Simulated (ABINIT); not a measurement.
**Quasiparticle gap of RbBH4 (F-43m) in ABINIT**

How does a plane-wave GW calculation on RbBH4 (F-43m) run from the first input to the gap?

Calculated with ABINIT 10.8.3; PBEsol and many-body steps on it, plane waves.

Most raw output is cut from this account.

**1. The structure**

It takes space group F-43m (No. 216, cubic). The conventional cell has a = 6.906 Å, b = 6.906 Å, c = 6.906 Å, α = 90.00°, β = 90.00°, γ = 90.00°. Nearest to Rb lie 12 H at 2.92 Å and 6 B at 3.45 Å. Nearest to B lie 4 H at 1.23 Å and 6 Rb at 3.45 Å. H has 1 B at 1.23 Å and 6 H at 2.00 to 2.88 Å and 3 Rb at 2.92 Å nearest. Farther neighbours are not listed.

As a file:

```cif
data_structure
_symmetry_space_group_name_H-M 'P 1'
_symmetry_Int_Tables_number 1
_cell_length_a 4.8836
_cell_length_b 4.8836
_cell_length_c 4.8836
_cell_angle_alpha 60.000
_cell_angle_beta 60.000
_cell_angle_gamma 60.000
_cell_volume 82.36
loop_
_atom_site_label
_atom_site_type_symbol
_atom_site_fract_x
_atom_site_fract_y
_atom_site_fract_z
_atom_site_occupancy
Rb1 Rb 0.00000 0.00000 0.00000 1
B2 B 0.50000 0.50000 0.50000 1
H3 H 0.60242 0.60242 0.60242 1
H4 H 0.19275 0.60242 0.60242 1
H5 H 0.60242 0.60242 0.19275 1
H6 H 0.60242 0.19275 0.60242 1
```

The cell and positions are those that the Materials Project relaxed with its own functionals (PBE, PBE+U or r2SCAN), kept fixed.

**2. Ground state**

This step: ABINIT 10.8.3; DFT, PBEsol, plane waves, norm-conserving pseudopotentials.

The ground-state density comes first.

run.abi reads:

```
acell 3*1.0 Angstrom
rprim 
  -0.000000000000 3.453240220000 3.453240220000
  3.453240220000 -0.000000000000 3.453240220000
  3.453240220000 3.453240220000 -0.000000000000
ntypat 3
znucl 37 5 1
natom 6
typat 1 2 3 3 3 3
xred 
  0.000000000000 0.000000000000 0.000000000000
  0.500000000000 0.500000000000 0.500000000000
  0.602415200000 0.602415200000 0.602415200000
  0.192754400000 0.602415200000 0.602415200000
  0.602415200000 0.602415200000 0.192754400000
  0.602415200000 0.192754400000 0.602415200000
pp_dirpath "pseudos"
pseudos "Rb.upf, B.upf, H.upf"
ecut 34
ngkpt 6 6 6
nshiftk 1
shiftk 0 0 0
kptopt 1
chksymbreak 0
nband 15
occopt 1
tolvrs 1e-10
nstep 60
prtwf 0
optforces 0
optstress 0
indata_prefix "in"
outdata_prefix "out"
tmpdata_prefix "tmp"
```

Started as:

```sh
$ OMP_NUM_THREADS=1 mpirun -n 4 abinit run.abi > log
```

Elapsed: 18 s, on 4 MPI ranks of Arm Neoverse V1, shared host; peak memory 0.4 GiB; 72 s of CPU time.

This step gave:

```yaml
total_energy: -880.6446 eV
gap: 5.909 eV
k_of_the_valence_top: 0, 0, 0
k_of_the_conduction_bottom: 0.5, 0.5, 0
least_direct_gap: 6.018 eV
```

The gap is indirect, with the least direct gap 0.11 eV higher.

**3. Bands along the symmetry lines**

The cheap functional maps the bands first; the places of the edges decide which points the dearer methods must see.

run.abi reads:

```
acell 3*1.0 Angstrom
rprim 
  -0.000000000000 3.453240220000 3.453240220000
  3.453240220000 -0.000000000000 3.453240220000
  3.453240220000 3.453240220000 -0.000000000000
ntypat 3
znucl 37 5 1
natom 6
typat 1 2 3 3 3 3
xred 
  0.000000000000 0.000000000000 0.000000000000
  0.500000000000 0.500000000000 0.500000000000
  0.602415200000 0.602415200000 0.602415200000
  0.192754400000 0.602415200000 0.602415200000
  0.602415200000 0.602415200000 0.192754400000
  0.602415200000 0.192754400000 0.602415200000
pp_dirpath "pseudos"
pseudos "Rb.upf, B.upf, H.upf"
ecut 34
iscf -2
irdden 1
kptopt 0
nkpt 50
kpt 
  0.00000000 0.00000000 0.00000000
  -0.06250000 -0.06250000 0.00000000
  -0.12500000 -0.12500000 0.00000000
  -0.18750000 -0.18750000 0.00000000
  -0.25000000 -0.25000000 0.00000000
  -0.31250000 -0.31250000 0.00000000
  -0.37500000 -0.37500000 0.00000000
  -0.43750000 -0.43750000 0.00000000
  -0.50000000 -0.50000000 0.00000000
  -0.48437500 -0.48437500 0.03125000
  -0.46875000 -0.46875000 0.06250000
  -0.45312500 -0.45312500 0.09375000
  -0.43750000 -0.43750000 0.12500000
  -0.42187500 -0.42187500 0.15625000
  -0.40625000 -0.40625000 0.18750000
  -0.39062500 -0.39062500 0.21875000
  -0.37500000 -0.37500000 0.25000000
  -0.37500000 0.00000000 0.37500000
  -0.32812500 0.00000000 0.32812500
  -0.28125000 0.00000000 0.28125000
  -0.23437500 0.00000000 0.23437500
  -0.18750000 0.00000000 0.18750000
  -0.14062500 0.00000000 0.14062500
  -0.09375000 0.00000000 0.09375000
  -0.04687500 0.00000000 0.04687500
  0.00000000 0.00000000 0.00000000
  0.00000000 0.00000000 0.06250000
  0.00000000 0.00000000 0.12500000
  0.00000000 0.00000000 0.18750000
  0.00000000 0.00000000 0.25000000
  0.00000000 0.00000000 0.31250000
  0.00000000 0.00000000 0.37500000
  0.00000000 0.00000000 0.43750000
  -0.00000000 0.00000000 0.50000000
  -0.06250000 -0.03125000 0.46875000
  -0.12500000 -0.06250000 0.43750000
  -0.18750000 -0.09375000 0.40625000
  -0.25000000 -0.12500000 0.37500000
  -0.31250000 -0.15625000 0.34375000
  -0.37500000 -0.18750000 0.31250000
  -0.43750000 -0.21875000 0.28125000
  -0.50000000 -0.25000000 0.25000000
  -0.50000000 -0.28125000 0.21875000
  -0.50000000 -0.31250000 0.18750000
  -0.50000000 -0.34375000 0.15625000
  -0.50000000 -0.37500000 0.12500000
  -0.50000000 -0.40625000 0.09375000
  -0.50000000 -0.43750000 0.06250000
  -0.50000000 -0.46875000 0.03125000
  -0.50000000 -0.50000000 0.00000000
istwfk *1
nband 15
nbdbuf 2
tolwfr 1e-08
nstep 40
prtwf 0
prtvol 0
indata_prefix "in"
outdata_prefix "out"
tmpdata_prefix "tmp"
```

The job ended after 23 s (4 MPI ranks; peak memory 0.33 GiB; 93 s of CPU time).

This step gave:

| Quantity | Value |
| --- | --- |
| gap | 5.909 eV |
| k of the valence top | 0, 0, 0 |
| k of the conduction bottom | -0.5, -0.5, 0 |
| least direct gap | 6.018 eV |

The gap is 5.909 eV, as in the run before at this level.

Electronic bands along the path, in eV, zero at the top of the highest filled band; v1 is the highest filled band, c1 the lowest empty one:

```tsv
point	v4	v3	v2	v1	c1	c2	c3	c4
Γ	-5.71	0.00	0.00	0.00	6.17	7.51	7.51	7.51
halfway	-5.35	-0.65	-0.07	-0.07	6.39	7.21	8.97	8.97
X	-5.33	-0.75	-0.11	-0.11	5.91	8.26	9.73	10.24
halfway	-5.28	-0.75	-0.18	-0.13	6.10	8.43	9.28	10.35
U	-5.18	-0.79	-0.29	-0.19	6.64	8.40	9.02	10.11
jump to K	-5.18	-0.79	-0.29	-0.19	6.64	8.40	9.02	10.11
halfway	-5.24	-0.71	-0.20	-0.13	7.07	7.40	8.15	9.04
Γ	-5.71	0.00	0.00	0.00	6.17	7.51	7.51	7.51
halfway	-5.34	-0.57	-0.13	-0.13	6.88	7.48	8.14	8.14
L	-4.96	-1.10	-0.26	-0.26	7.19	8.34	9.70	9.70
halfway	-5.06	-0.94	-0.30	-0.22	7.30	7.82	9.35	9.80
W	-5.17	-0.75	-0.39	-0.16	7.18	7.58	8.93	10.23
halfway	-5.25	-0.75	-0.25	-0.13	6.30	8.57	8.82	10.50
X	-5.33	-0.75	-0.11	-0.11	5.91	8.26	9.73	10.24
```

**4. Empty states on the mesh, 2×2×2 mesh, 68 bands**

The sums over transitions need many empty states on a uniform mesh; this step solves for them.

run.abi reads:

```
acell 3*1.0 Angstrom
rprim 
  -0.000000000000 3.453240220000 3.453240220000
  3.453240220000 -0.000000000000 3.453240220000
  3.453240220000 3.453240220000 -0.000000000000
ntypat 3
znucl 37 5 1
natom 6
typat 1 2 3 3 3 3
xred 
  0.000000000000 0.000000000000 0.000000000000
  0.500000000000 0.500000000000 0.500000000000
  0.602415200000 0.602415200000 0.602415200000
  0.192754400000 0.602415200000 0.602415200000
  0.602415200000 0.602415200000 0.192754400000
  0.602415200000 0.192754400000 0.602415200000
pp_dirpath "pseudos"
pseudos "Rb.upf, B.upf, H.upf"
ecut 34
ngkpt 2 2 2
nshiftk 1
shiftk 0 0 0
kptopt 1
chksymbreak 0
iscf -2
irdden 1
istwfk *1
nband 68
nbdbuf 6
tolwfr 1e-09
nstep 60
prtvol 0
indata_prefix "in"
outdata_prefix "out"
tmpdata_prefix "tmp"
```

Run time: 16 s. Hardware: 4 MPI ranks; peak memory 0.3 GiB.

This step gave:

```yaml
gap: 5.909 eV
k_of_the_valence_top: 0, 0, 0
k_of_the_conduction_bottom: 0.5, 0.5, 0
least_direct_gap: 6.018 eV
k_points_computed: 3
lowest_point_of_the_top_converged_band_above_the_valence_top: 41.27 eV
```

On this mesh the gap is 5.909 eV.

**5. Screening, 2×2×2 mesh, 62 bands, screening to 106.1 eV**

The RPA dielectric matrix is built and inverted for each q.

This step: RPA screening on PBEsol, plane waves, norm-conserving pseudopotentials.

run.abi, as its differences from that of step 4:

```diff
@@ -24,10 +24,11 @@
 chksymbreak 0
-iscf -2
-irdden 1
 istwfk *1
-nband 68
-nbdbuf 6
-tolwfr 1e-09
-nstep 60
-prtvol 0
+occopt 1
+irdwfk 1
+optdriver 3
+nband 62
+ecuteps 3.9
+inclvkb 2
+awtr 1
+symchi 1
 indata_prefix "in"
```

Wall time 4.7 s (4 MPI ranks); peak memory 0.51 GiB.

Numbers from this step:

- ε∞ with local fields, on this mesh, along the program's q direction: 2.329
- the same without local fields: 2.681
- plasma frequency: 16.37 eV
- plane waves in the screening matrix: 181

Local fields lower ε∞ by 13 %. On a Γ-centred mesh this coarse the value itself is usually too large, while a short band sum pulls it down.

**6. Self-energy, 2×2×2 mesh, 62 bands, screening to 106.1 eV**

The self-energy is evaluated for the states that the input lists, and the levels follow from it, in one-shot runs by the linearised quasiparticle equation.

This step: G0W0 on PBEsol, plane waves, norm-conserving pseudopotentials.

run.abi, as its differences from that of step 5:

```diff
@@ -27,8 +27,17 @@
 irdwfk 1
-optdriver 3
+optdriver 4
 nband 62
+gwcalctyp 0
+ecutsigx 34
+symsigma 1
+nkptgw 2
+kptgw 
+  0.0000000000 0.0000000000 0.0000000000
+  0.5000000000 0.5000000000 0.0000000000
+bdgw 
+  6 12
+  7 10
 ecuteps 3.9
-inclvkb 2
-awtr 1
-symchi 1
+irdscr 1
+ppmodel 1
 indata_prefix "in"
```

Elapsed: 4.5 s, on 4 MPI ranks; peak memory 0.58 GiB; 18 s of CPU time.

This step gave:

```yaml
g0w0_gap_on_the_points_computed: 8.595 eV
starting_gap_on_the_mesh: 5.909 eV
k_of_the_valence_top: 0, 0, 0
k_of_the_conduction_bottom: 0.5, 0.5, 0
z_at_the_valence_top: 0.822
z_at_the_conduction_bottom: 0.875
least_direct_g0w0_gap_on_the_computed_points: 8.707 eV
```

The gap on the mesh goes from 5.91 eV to 8.59 eV, a correction of +2.69 eV.

Limits: finite bands, cutoff and mesh; no spin-orbit coupling; coarse k mesh. v1 is the top filled band, c1 the lowest empty one. Levels before and after the correction, in eV, zero at the valence-band top of each column:

```tsv
	conduction bottom	valence top
Kohn-Sham	5.91	0.00
G0W0	8.60	0.00
```

```tsv
	level	energy (eV)
Kohn-Sham	Γ v3-v1	0.000
Kohn-Sham	Γ c1	6.167
Kohn-Sham	Γ c2-c4	7.514
Kohn-Sham	(0.5 0.5 0) v2-v1	-0.110
Kohn-Sham	(0.5 0.5 0) c1	5.909
Kohn-Sham	(0.5 0.5 0) c2	8.256
G0W0	Γ v3-v1	0.000
G0W0	Γ c1	8.921
G0W0	Γ c2-c4	10.562
G0W0	(0.5 0.5 0) v2-v1	-0.112
G0W0	(0.5 0.5 0) c1	8.595
G0W0	(0.5 0.5 0) c2	11.175
```

**7. Where the time went**

Times are wall times on 4 MPI ranks of Arm Neoverse V1, shared host, good to a factor of about two.

```tsv
step	time	share	memory (GiB)
ground state	18 s	27 %	0.4
bands along the symmetry lines	23 s	35 %	0.33
empty states on the mesh	16 s	24 %	0.3
screening	4.7 s	7 %	0.51
self-energy	4.5 s	7 %	0.58
```

**8. What came out**

- PBEsol gap: 5.91 eV, indirect
- G0W0 gap on the mesh: 8.59 eV
- GW settings: 2×2×2 mesh, 62 bands, screening to 106.1 eV, Godby-Needs plasmon pole
- known limits: not at the basis limit; no spin-orbit coupling; coarse k mesh

In words: G0W0 moves the gap on the mesh from 5.91 eV to 8.59 eV (+2.69 eV), with Z of 0.82 and 0.88 at the edges. Local fields lower the RPA ε∞ on this mesh from 2.68 to 2.33; a Γ-centred mesh this coarse tends to raise both, most where the direct gap is narrow, while a short band sum lowers them. Only 2 of the mesh's irreducible points were corrected, so a valley elsewhere could overtake. Bands and cutoff are finite, so the gap is not at the basis limit. The miss can reach some tenths of an eV and take either sign; the mesh is an error of its own. In the G0W0 run levels were corrected at 2 k points alone, so a gap called «on the mesh» is the least over those, and an edge elsewhere would be missed. The 2×2×2 mesh is coarse for this cell, which bears on the long-range parts of exchange and screening. The many-body steps are scalar-relativistic: spin-orbit coupling is not in them.

[Paths, hosts, dates, memory and timing lines, banners, echoed tables and standing remarks are left out of the program output.]

[Logs are printed without paths, hosts, clocks, repeated set-up lines and the standing remarks that a program may print on its own settings, such as how far it seeks lower states.]

[Runs of the session that timed out or met a known fault of the program may be left out.]

[Hosts, paths, dates, database ids (printed as entryN), source tags and the programs' standing remarks are cut or masked in the printed files.]

[G0W0 gaps are taken among the corrected bands and points alone; a level outside them can change the order at an edge.]

[Where Ansatz stands beside ABINIT at settings called matched, ABINIT's density can come from a denser mesh and the files from another edition; pairs whose starting gaps differed by over 0.03 eV were left out, so agreement reads better than it is.]
